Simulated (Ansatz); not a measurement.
Rows from a G0W0 calculation on NaCl (Halite) (Ansatz 0.2.0; G0W0 on PBE, plane waves, PAW; 4×4×4 mesh, 133 empty bands, screening to 120 eV), in eV. Spin-orbit coupling is left out.

```csv
row,Σx,Σc,Vxc,Z
A,-5.20,-3.18,-9.22,0.86
B,-21.16,2.49,-16.79,0.80
C,-3.67,-3.58,-8.46,0.84
```

**Question.** Which rows are filled states and which are empty ones, and how can one tell?

Filled: B. Empty: A and C. The sign of Σc tells: for a filled state bare exchange, which holds its interaction with itself, lies below Vxc (Σx − Vxc is -4.4 eV or lower here) and screening gives part back as a positive Σc. For an empty state Σx lies above Vxc (+4.0 eV or more) and the Coulomb hole leaves Σc negative.

[Paths, hosts, dates, memory and timing lines, banners, echoed tables and standing remarks are left out of the program output.]

[Logs are printed without paths, hosts, clocks, repeated set-up lines and the standing remarks that a program may print on its own settings, such as how far it seeks lower states.]

[Runs of the session that timed out or met a known fault of the program may be left out.]

[Cells called generated may have been cut or substituted from an entry of the Crystallography Open Database or the Materials Project.]

[Hosts, paths, dates, database ids (printed as entryN), source tags and the programs' standing remarks are cut or masked in the printed files.]
